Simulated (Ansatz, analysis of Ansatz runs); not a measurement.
# Al3GaN4 (Pm), nudged elastic band: V_N hop (3.1 Å) (q = +3)

Wanted: path and barrier of a jump of N in Al3GaN4 (Pm) at charge +3. The case: V_N hop (3.1 Å), in a cell of 96 host atoms with 1 N taken out.

Calculated with Ansatz 0.2.0; plane-wave PAW DFT, PBEsol; nudged elastic band between two relaxed defect structures at fixed charge in a uniform background.

Report form: the programs' logs are mostly left out.

## Step 1: The structure

The cell holds 95 atoms: 36 Al, 12 Ga and 47 N. Its edges and angles: a = 10.087 Å, b = 9.390 Å, c = 10.836 Å, α = 90.0°, β = 90.0°, γ = 90.0°. It derives from Al3GaN4 (space group Pm). Nearest the centre at fractional (0.558, 0.583, 0.708): Al90 at 1.08 Å, N92 at 1.56 Å, Al75 at 2.46 Å, Al74 at 2.47 Å, Ga91 at 2.48 Å, Al73 at 2.49 Å, N48 at 2.66 Å, N77 at 2.71 Å. The cell carries charge +3.

The cell's shortest repeat is 9.4 Å.

## Step 2: Relaxation of the start point, charge +3

A barrier is counted from a minimum, so both ends are relaxed first. Small random displacements break the symmetry of the ideal sites, so that the defect can distort if it gains by it. The charge of +3 is set by the electron count, and a uniform background keeps the cell neutral.

qp3.start/input.yaml

```yaml
crystal:
  lattice:
    - [10.08692303, 0.0, 0.00025291]
    - [0.0, 9.39015873, 0.0]
    - [-0.00644803, 0.0, 10.83602103]
  atoms:
    - { symbol: Al, position: [0.25011431, 0.16666667, 0.08366544] }
    - { symbol: Al, position: [0.00045971, 0.16666667, 0.41740264] }
    - { symbol: Al, position: [0.00054365, 0.0, 0.16584605] }
    - { symbol: Ga, position: [0.24970977, 0.0, 0.33310103] }
    - { symbol: "N", position: [0.05558724, 0.0, 0.33316332] }
    - { symbol: "N", position: [0.06122767, 0.16666667, 0.08357752] }
    - { symbol: "N", position: [0.31256197, 0.16666667, 0.4200968] }
    - { symbol: "N", position: [0.31159519, 0.0, 0.16314769] }
    - { symbol: Al, position: [0.25011431, 0.16666667, 0.58366544] }
    - { symbol: Al, position: [0.00045971, 0.16666667, 0.91740264] }
    - { symbol: Al, position: [0.00054365, 0.0, 0.66584605] }
    - { symbol: Ga, position: [0.24970977, 0.0, 0.83310103] }
    - { symbol: "N", position: [0.05558724, 0.0, 0.83316332] }
    - { symbol: "N", position: [0.06122767, 0.16666667, 0.58357752] }
    - { symbol: "N", position: [0.31256197, 0.16666667, 0.9200968] }
    - { symbol: "N", position: [0.31159519, 0.0, 0.66314769] }
    - { symbol: Al, position: [0.25011431, 0.5, 0.08366544] }
    - { symbol: Al, position: [0.00045971, 0.5, 0.41740264] }
    - { symbol: Al, position: [0.00054365, 0.33333333, 0.16584605] }
    - { symbol: Ga, position: [0.24970977, 0.33333333, 0.33310103] }
    - { symbol: "N", position: [0.05558724, 0.33333333, 0.33316332] }
    - { symbol: "N", position: [0.06122767, 0.5, 0.08357752] }
    - { symbol: "N", position: [0.31256197, 0.5, 0.4200968] }
    - { symbol: "N", position: [0.31159519, 0.33333333, 0.16314769] }
    - { symbol: Al, position: [0.25011431, 0.5, 0.58366544] }
    - { symbol: Al, position: [0.00045971, 0.5, 0.91740264] }
    - { symbol: Al, position: [0.00054365, 0.33333333, 0.66584605] }
    - { symbol: Ga, position: [0.24970977, 0.33333333, 0.83310103] }
    - { symbol: "N", position: [0.05558724, 0.33333333, 0.83316332] }
    - { symbol: "N", position: [0.06122767, 0.5, 0.58357752] }
    - { symbol: "N", position: [0.31256197, 0.5, 0.9200968] }
    - { symbol: "N", position: [0.31159519, 0.33333333, 0.66314769] }
    - { symbol: Al, position: [0.25011431, 0.83333333, 0.08366544] }
    - { symbol: Al, position: [0.00045971, 0.83333333, 0.41740264] }
    - { symbol: Al, position: [0.00054365, 0.66666667, 0.16584605] }
    - { symbol: Ga, position: [0.24970977, 0.66666667, 0.33310103] }
    - { symbol: "N", position: [0.05558724, 0.66666667, 0.33316332] }
    - { symbol: "N", position: [0.06122767, 0.83333333, 0.08357752] }
    - { symbol: "N", position: [0.31256197, 0.83333333, 0.4200968] }
    - { symbol: "N", position: [0.31159519, 0.66666667, 0.16314769] }
    - { symbol: Al, position: [0.25011431, 0.83333333, 0.58366544] }
    - { symbol: Al, position: [0.00045971, 0.83333333, 0.91740264] }
    - { symbol: Al, position: [0.00054365, 0.66666667, 0.66584605] }
    - { symbol: Ga, position: [0.24970977, 0.66666667, 0.83310103] }
    - { symbol: "N", position: [0.05558724, 0.66666667, 0.83316332] }
    - { symbol: "N", position: [0.06122767, 0.83333333, 0.58357752] }
    - { symbol: "N", position: [0.31256197, 0.83333333, 0.9200968] }
    - { symbol: "N", position: [0.31159519, 0.66666667, 0.66314769] }
    - { symbol: Al, position: [0.75011431, 0.16666667, 0.08366544] }
    - { symbol: Al, position: [0.50045971, 0.16666667, 0.41740264] }
    - { symbol: Al, position: [0.50054365, 0.0, 0.16584605] }
    - { symbol: Ga, position: [0.74970977, 0.0, 0.33310103] }
    - { symbol: "N", position: [0.55558724, 0.0, 0.33316332] }
    - { symbol: "N", position: [0.56122767, 0.16666667, 0.08357752] }
    - { symbol: "N", position: [0.81256197, 0.16666667, 0.4200968] }
    - { symbol: "N", position: [0.81159519, 0.0, 0.16314769] }
    - { symbol: Al, position: [0.75011431, 0.16666667, 0.58366544] }
    - { symbol: Al, position: [0.50045971, 0.16666667, 0.91740264] }
    - { symbol: Al, position: [0.50054365, 0.0, 0.66584605] }
    - { symbol: Ga, position: [0.74970977, 0.0, 0.83310103] }
    - { symbol: "N", position: [0.55558724, 0.0, 0.83316332] }
    - { symbol: "N", position: [0.56122767, 0.16666667, 0.58357752] }
    - { symbol: "N", position: [0.81256197, 0.16666667, 0.9200968] }
    - { symbol: "N", position: [0.81159519, 0.0, 0.66314769] }
    - { symbol: Al, position: [0.75011431, 0.5, 0.08366544] }
    - { symbol: Al, position: [0.50045971, 0.5, 0.41740264] }
    - { symbol: Al, position: [0.50054365, 0.33333333, 0.16584605] }
    - { symbol: Ga, position: [0.74970977, 0.33333333, 0.33310103] }
    - { symbol: "N", position: [0.55558724, 0.33333333, 0.33316332] }
    - { symbol: "N", position: [0.56122767, 0.5, 0.08357752] }
    - { symbol: "N", position: [0.81256197, 0.5, 0.4200968] }
    - { symbol: "N", position: [0.81159519, 0.33333333, 0.16314769] }
    - { symbol: Al, position: [0.75011431, 0.5, 0.58366544] }
    - { symbol: Al, position: [0.50045971, 0.5, 0.91740264] }
    - { symbol: Al, position: [0.50054365, 0.33333333, 0.66584605] }
    - { symbol: Ga, position: [0.74970977, 0.33333333, 0.83310103] }
    - { symbol: "N", position: [0.55558724, 0.33333333, 0.83316332] }
    - { symbol: "N", position: [0.81256197, 0.5, 0.9200968] }
    - { symbol: "N", position: [0.81159519, 0.33333333, 0.66314769] }
    - { symbol: Al, position: [0.75011431, 0.83333333, 0.08366544] }
    - { symbol: Al, position: [0.50045971, 0.83333333, 0.41740264] }
    - { symbol: Al, position: [0.50054365, 0.66666667, 0.16584605] }
    - { symbol: Ga, position: [0.74970977, 0.66666667, 0.33310103] }
    - { symbol: "N", position: [0.55558724, 0.66666667, 0.33316332] }
    - { symbol: "N", position: [0.56122767, 0.83333333, 0.08357752] }
    - { symbol: "N", position: [0.81256197, 0.83333333, 0.4200968] }
    - { symbol: "N", position: [0.81159519, 0.66666667, 0.16314769] }
    - { symbol: Al, position: [0.75011431, 0.83333333, 0.58366544] }
    - { symbol: Al, position: [0.50045971, 0.83333333, 0.91740264] }
    - { symbol: Al, position: [0.50054365, 0.66666667, 0.66584605] }
    - { symbol: Ga, position: [0.74970977, 0.66666667, 0.83310103] }
    - { symbol: "N", position: [0.55558724, 0.66666667, 0.83316332] }
    - { symbol: "N", position: [0.56122767, 0.83333333, 0.58357752] }
    - { symbol: "N", position: [0.81256197, 0.83333333, 0.9200968] }
    - { symbol: "N", position: [0.81159519, 0.66666667, 0.66314769] }
total_charge: 3
basis:
  ecutwfc: 420
  xc_grid: 2
hamiltonian:
  xc: pbesol
kpoints:
  mp_grid: { grid: [1, 1, 1], shift: [0.25, 0.25, 0.25] }
scf:
  occupations: { method: fixed }
  max_iter: 150
output:
  forces: true
relax:
  f_tol: 0.02
  max_steps: 70
  random_displacement: { amplitude: 0.03, seed: 6974 }
```

Run with:

```console
> ansatz run input.yaml --threads 32 --pin off --max-ram 84787MiB --backend cuda --events-out ev --progress --plain --runs-dir out --max-vram 78GiB
```

Elapsed: 6.1 s, on 1 × NVIDIA GB200 with 32 threads of Arm Neoverse V2, shared host; peak memory 1.5 GiB.

The steps of the relaxation:

```csv
step,energy less that of the first step (eV),largest force component (eV/Å)
1,0.0000,1.2483
3,-2.2921,1.2863
5,-2.8683,0.2257
7,-2.9125,0.0751
9,-2.9135,0.0144
```

The atoms that moved most (Å, from the sites as typed, ahead of the random displacement, the mean shift of all atoms taken out):

```csv
atom,dx,dy,dz,length
Al73,0.637,-0.001,0.002,0.637
Al66,-0.168,0.001,-0.411,0.444
Al75,-0.164,-0.328,0.200,0.418
Al90,-0.164,0.327,0.199,0.417
N30,-0.120,0.000,-0.001,0.120
Al18,0.037,0.000,-0.089,0.096
Al27,0.043,-0.071,0.045,0.095
Al43,0.043,0.071,0.045,0.095
```

Neighbours of N92 at the end:

```csv
atom,distance (Å)
Al90,1.816
Al74,1.901
Al89,1.938
Ga91,1.969
N47,3.047
N31,3.060
N70,3.120
Ga44,3.124
N48,3.127
N77,3.128
N61,3.132
N85,3.133
N93,3.145
N78,3.150
N94,3.160
N95,3.176
```

This step gave:

| Property | Result |
| --- | --- |
| free energy | -81731.5604 eV |
| r.m.s. move of the farther half of the atoms | 0.03111 Å |
| largest move from the ideal geometry of this structure, a common shift of the far atoms taken out | 0.6383 Å |

The relaxation gained 2.914 eV and ended with a largest force component of 0.014 eV/Å.

## Step 3: Relaxation of the end point, charge +3

The end point is relaxed in the same cell and settings, so that the two energies compare. Atoms more than 3.2 Å from the middle of the hop start where the first relaxation left them, the nearer ones on or close to their ideal places, with small random displacements.

qp3.end/input.yaml

```yaml
crystal:
  lattice:
    - [10.08692303, 0.0, 0.00025291]
    - [0.0, 9.39015873, 0.0]
    - [-0.00644803, 0.0, 10.83602103]
  atoms:
    - { symbol: Al, position: [0.25025503, 0.16605493, 0.08416341] }
    - { symbol: Al, position: [-0.00054135, 0.16585055, 0.41685527] }
    - { symbol: Al, position: [0.00130072, 0.00021624, 0.16650506] }
    - { symbol: Ga, position: [0.2489538, 0.00017365, 0.33205263] }
    - { symbol: "N", position: [0.05576433, 0.00022763, 0.33378209] }
    - { symbol: "N", position: [0.06209933, 0.16642749, 0.08396782] }
    - { symbol: "N", position: [0.31253164, 0.16651641, 0.42031732] }
    - { symbol: "N", position: [0.31269677, 0.00017641, 0.16348991] }
    - { symbol: Al, position: [0.24745094, 0.16341072, 0.58146711] }
    - { symbol: Al, position: [0.00049638, 0.16529034, 0.91925441] }
    - { symbol: Al, position: [-0.0007555, 0.00020891, 0.6669208] }
    - { symbol: Ga, position: [0.24923343, 0.00019847, 0.83377285] }
    - { symbol: "N", position: [0.0560109, 0.00024063, 0.83305102] }
    - { symbol: "N", position: [0.06107019, 0.16510316, 0.58330224] }
    - { symbol: "N", position: [0.31422055, 0.16677066, 0.92001265] }
    - { symbol: "N", position: [0.31372592, 0.00016916, 0.66336935] }
    - { symbol: Al, position: [0.24980671, 0.50017969, 0.08533654] }
    - { symbol: Al, position: [0.00436064, 0.50024762, 0.40962367] }
    - { symbol: Al, position: [0.00044266, 0.33274832, 0.16441845] }
    - { symbol: Ga, position: [0.24706785, 0.32868935, 0.33135968] }
    - { symbol: "N", position: [0.05569457, 0.33189812, 0.33218656] }
    - { symbol: "N", position: [0.06151169, 0.50021188, 0.08430011] }
    - { symbol: "N", position: [0.30866665, 0.5002592, 0.42143359] }
    - { symbol: "N", position: [0.31305811, 0.33344335, 0.16383458] }
    - { symbol: Al, position: [0.24433758, 0.50019575, 0.58391003] }
    - { symbol: Al, position: [-0.0001784, 0.50022727, 0.91936228] }
    - { symbol: Al, position: [0.00507282, 0.3259431, 0.67038658] }
    - { symbol: Ga, position: [0.24701401, 0.33386023, 0.83882802] }
    - { symbol: "N", position: [0.05576019, 0.33308716, 0.83566716] }
    - { symbol: "N", position: [0.04961749, 0.50021105, 0.58390559] }
    - { symbol: "N", position: [0.31287172, 0.50025864, 0.92129748] }
    - { symbol: "N", position: [0.30749698, 0.3343652, 0.66335387] }
    - { symbol: Al, position: [0.25025436, 0.83428354, 0.08415332] }
    - { symbol: Al, position: [-0.00056135, 0.83462639, 0.41685052] }
    - { symbol: Al, position: [0.00043274, 0.66768539, 0.16442392] }
    - { symbol: Ga, position: [0.24707, 0.6716893, 0.33135469] }
    - { symbol: "N", position: [0.05569112, 0.66858143, 0.33218494] }
    - { symbol: "N", position: [0.0620982, 0.83400513, 0.08397872] }
    - { symbol: "N", position: [0.31255447, 0.8339485, 0.42035138] }
    - { symbol: "N", position: [0.31306629, 0.66691925, 0.16383052] }
    - { symbol: Al, position: [0.24741354, 0.83689076, 0.58149173] }
    - { symbol: Al, position: [0.00050581, 0.8352046, 0.91925661] }
    - { symbol: Al, position: [0.00504678, 0.67446888, 0.67038923] }
    - { symbol: Ga, position: [0.24698598, 0.66652933, 0.83883589] }
    - { symbol: "N", position: [0.0557299, 0.66737409, 0.83567503] }
    - { symbol: "N", position: [0.06102433, 0.8353032, 0.58330909] }
    - { symbol: "N", position: [0.31419979, 0.83376322, 0.91998693] }
    - { symbol: "N", position: [0.31159519, 0.66666667, 0.66314769] }
    - { symbol: Al, position: [0.75225617, 0.16586296, 0.08453274] }
    - { symbol: Al, position: [0.49900003, 0.16605952, 0.41620479] }
    - { symbol: Al, position: [0.50096071, 0.00022086, 0.1678325] }
    - { symbol: Ga, position: [0.75032962, 0.00017868, 0.33297448] }
    - { symbol: "N", position: [0.55620733, 0.00021736, 0.33478439] }
    - { symbol: "N", position: [0.56324334, 0.16501491, 0.08457984] }
    - { symbol: "N", position: [0.81170125, 0.16742508, 0.42052197] }
    - { symbol: "N", position: [0.81272759, 0.00017788, 0.16429012] }
    - { symbol: Al, position: [0.75194204, 0.16668067, 0.58336168] }
    - { symbol: Al, position: [0.5013907, 0.16327163, 0.92181912] }
    - { symbol: Al, position: [0.50183006, 0.00020624, 0.66571008] }
    - { symbol: Ga, position: [0.75116524, 0.00019847, 0.83367141] }
    - { symbol: "N", position: [0.55614726, 0.00026172, 0.83212768] }
    - { symbol: "N", position: [0.5617224, 0.16799555, 0.5829481] }
    - { symbol: "N", position: [0.81266849, 0.16654538, 0.92043294] }
    - { symbol: "N", position: [0.81037361, 0.00021905, 0.66313085] }
    - { symbol: Al, position: [0.75093723, 0.50017912, 0.08449966] }
    - { symbol: Al, position: [0.48404848, 0.50027785, 0.37985851] }
    - { symbol: Al, position: [0.5013731, 0.33066046, 0.16157756] }
    - { symbol: Ga, position: [0.75161304, 0.33225574, 0.33205541] }
    - { symbol: "N", position: [0.55658819, 0.33212931, 0.3323355] }
    - { symbol: "N", position: [0.56144927, 0.50021748, 0.08425754] }
    - { symbol: "N", position: [0.81381408, 0.5002387, 0.41687726] }
    - { symbol: "N", position: [0.81163739, 0.33345046, 0.16324236] }
    - { symbol: Al, position: [0.75011431, 0.5, 0.58366544] }
    - { symbol: Al, position: [0.50045971, 0.5, 0.91740264] }
    - { symbol: Al, position: [0.50054365, 0.33333333, 0.66584605] }
    - { symbol: Ga, position: [0.75181335, 0.33318429, 0.83543914] }
    - { symbol: "N", position: [0.55558724, 0.33333333, 0.83316332] }
    - { symbol: "N", position: [0.81189359, 0.50023771, 0.92032153] }
    - { symbol: "N", position: [0.81348856, 0.33068044, 0.66572914] }
    - { symbol: Al, position: [0.7522543, 0.83448274, 0.0845196] }
    - { symbol: Al, position: [0.49903505, 0.8344096, 0.41622821] }
    - { symbol: Al, position: [0.50138005, 0.66980099, 0.16156803] }
    - { symbol: Ga, position: [0.7515978, 0.66813549, 0.33205818] }
    - { symbol: "N", position: [0.55658913, 0.66838544, 0.3322848] }
    - { symbol: "N", position: [0.56323754, 0.83542288, 0.08456157] }
    - { symbol: "N", position: [0.81171962, 0.83306629, 0.4205205] }
    - { symbol: "N", position: [0.81163748, 0.66691911, 0.16323941] }
    - { symbol: Al, position: [0.75198534, 0.83366928, 0.58336512] }
    - { symbol: Al, position: [0.50136832, 0.83726043, 0.92179059] }
    - { symbol: Al, position: [0.50054365, 0.66666667, 0.66584605] }
    - { symbol: Ga, position: [0.74970977, 0.66666667, 0.83310103] }
    - { symbol: "N", position: [0.561293, 0.5, 0.583587] }
    - { symbol: "N", position: [0.56122767, 0.83333333, 0.58357752] }
    - { symbol: "N", position: [0.81266215, 0.83395483, 0.92041468] }
    - { symbol: "N", position: [0.81159519, 0.66666667, 0.66314769] }
total_charge: 3
basis:
  ecutwfc: 420
  xc_grid: 2
hamiltonian:
  xc: pbesol
kpoints:
  mp_grid: { grid: [1, 1, 1], shift: [0.25, 0.25, 0.25] }
scf:
  occupations: { method: fixed }
  max_iter: 150
output:
  forces: true
relax:
  f_tol: 0.02
  max_steps: 70
  random_displacement: { amplitude: 0.01, seed: 6974 }
```

Wall time 5.6 s (1 × NVIDIA GB200 with 32 threads); peak memory 1.4 GiB.

Step by step:

```csv
step,energy less that of the first step (eV),largest force component (eV/Å)
1,0.0000,3.1601
3,-2.5759,1.4911
5,-3.3094,0.4520
7,-3.3568,0.0738
9,-3.3599,0.0045
```

The atoms that moved most (Å, from the sites as typed, ahead of the random displacement):

```csv
atom,dx,dy,dz,length
Ga91,0.477,0.001,-0.007,0.477
Al90,-0.146,0.002,-0.420,0.445
Al74,-0.141,-0.328,0.208,0.413
Al66,0.166,-0.030,0.351,0.389
Al89,-0.150,0.294,0.160,0.367
Al43,-0.007,-0.071,-0.105,0.127
N30,0.108,-0.009,-0.014,0.109
Al27,-0.054,0.062,-0.060,0.102
```

Neighbours of N92 at the end:

```csv
atom,distance (Å)
Al90,1.819
Al75,1.905
Al73,1.914
Al66,1.944
N23,3.056
N79,3.079
N71,3.083
N95,3.092
N32,3.093
N77,3.112
N62,3.117
N69,3.118
N84,3.124
N48,3.126
```

Read from the output:

```
free energy                                                                                       : -81731.7736 eV
r.m.s. move of the farther half of the atoms                                                      : 0.02480 Å
largest move from the ideal geometry of this structure, a common shift of the far atoms taken out : 0.4775 Å
```

The relaxation gained 3.360 eV and ended with a largest force component of 0.0045 eV/Å. The end lies 0.213 eV below the start.

(Part 1 of 2 ends here.)

[Logs are printed without paths, hosts, clocks, repeated set-up lines and the standing remarks that a program may print on its own settings, such as how far it seeks lower states.]

[Hosts, paths, dates, database ids (printed as entryN), source tags and the programs' standing remarks are cut or masked in the printed files.]
